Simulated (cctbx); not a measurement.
## What is wrong with this refinement?

Cell a = 10.8160 Å, b = 10.8160 Å, c = 3.3090 Å, α = 90.00°, β = 90.00°, γ = 90.00°; space group P4/mbm (no. 127). The compound is Zr5CrB2Pb2.

Simulated single-crystal data (cctbx): Mo Kα, λ = 0.71073 Å, to d = 0.8 Å, 95 % of the full sphere, strongest reflection 5000 counts, noise from counting, a 3 % proportional error and a noise floor of 4 counts (s.d.); no absorption, and some extinction, which the refinements don't model.

An anisotropic refinement with weights 1/σ² prints:

```text
Rint 0.035, 23 unique reflections to 2.01 A
cycle     R1     wR2    GooF  max shift (A)
   1  0.0089  0.0199   2.195   0.05382
   2  0.0026  0.0043   0.476   0.00006
final R1 0.0026 wR2 0.0043 GooF 0.476  parameters 19  data/parameter 1.2
atom        x        y        z      Ueq    occ   su(xyz)  su(Uiso or U11)
Pb1    0.67351  0.82649  0.00000   0.0123  1.000  0.00007  0.0021
Zr1    0.92971  0.78732  0.50000   0.0159  1.000  0.00021  0.0033
Zr2    0.00000  0.50000  0.50000   0.0181  1.000  0.00000  0.0035
Cr1    0.00000  0.00000  0.00000   0.0272  1.000  0.00000  0.0051
B1     0.86954  0.63046  0.00000   0.0238  1.000  0.00170  0.0228  NPD
difference map: max 0.03 min -0.04 rms 0.01
Q1    0.2431  0.2569  0.5000    4    0.03  1.93 A from Zr1
Q2    0.9874  0.2860  0.5000    8    0.03  1.20 A from Zr1
Q3    0.0890  0.1386  0.0000    8    0.03  1.78 A from Cr1
Q4    0.0000  0.0000  0.5000    2    0.02  1.65 A from Cr1
Q5    0.0354  0.3596  0.0000    8    0.01  1.03 A from B1
Q6    0.1543  0.6543  0.0000    4    0.00  0.29 A from Pb1
```

Q: Accept it or mend it, and why?

Mend it. The fault: data cut at low resolution. Against the right model at the same level, R1 goes from 0.0113 to 0.0026 and GooF from 0.94 to 0.48 and B1 goes non-positive-definite. The atoms are right, but there are too few data for the parameters: R1 flatters and the s.u.s grow. Data per parameter fall from 13.3 to 1.2.

The compound is Zr5CrB2Pb2. The right model at the same level gives:

```text
Rint 0.048, 252 unique reflections to 0.80 A
cycle     R1     wR2    GooF  max shift (A)
   1  0.0149  0.0308   1.241   0.00742
   2  0.0113  0.0234   0.943   0.00003
final R1 0.0113 wR2 0.0234 GooF 0.943  parameters 19  data/parameter 13.3
atom        x        y        z      Ueq    occ   su(xyz)  su(Uiso or U11)
Pb1    0.67349  0.82651  0.00000   0.0091  1.000  0.00002  0.0001
Zr1    0.93006  0.78695  0.50000   0.0106  1.000  0.00005  0.0003
Zr2    0.00000  0.50000  0.50000   0.0136  1.000  0.00000  0.0003
Cr1    0.00000  0.00000  0.00000   0.0172  1.000  0.00000  0.0006
B1     0.87354  0.62646  0.00000   0.0208  1.000  0.00069  0.0030
difference map: max 0.81 min -0.85 rms 0.20
Q1    0.0938  0.8565  0.0000    8    0.83  1.85 A from Cr1
Q2    0.0377  0.6198  0.0000    8    0.74  1.58 A from Pb1
Q3    0.0841  0.1457  0.0000    8    0.68  1.81 A from Zr1
Q4    0.1810  0.8040  0.5000    8    0.64  1.41 A from Zr1
Q5    0.0076  0.2888  0.0000    8    0.59  1.58 A from B1
Q6    0.0496  0.2269  0.0000    8    0.56  1.68 A from Zr1
```

The model was made for the exercise: a known structure type with other elements put in, its volume estimated, not relaxed; displacement parameters are assumed.

[Middle refinement cycles are left out of these outputs.]

[Logs are printed without paths, hosts, clocks, repeated set-up lines and the standing remarks that a program may print on its own settings, such as how far it seeks lower states.]
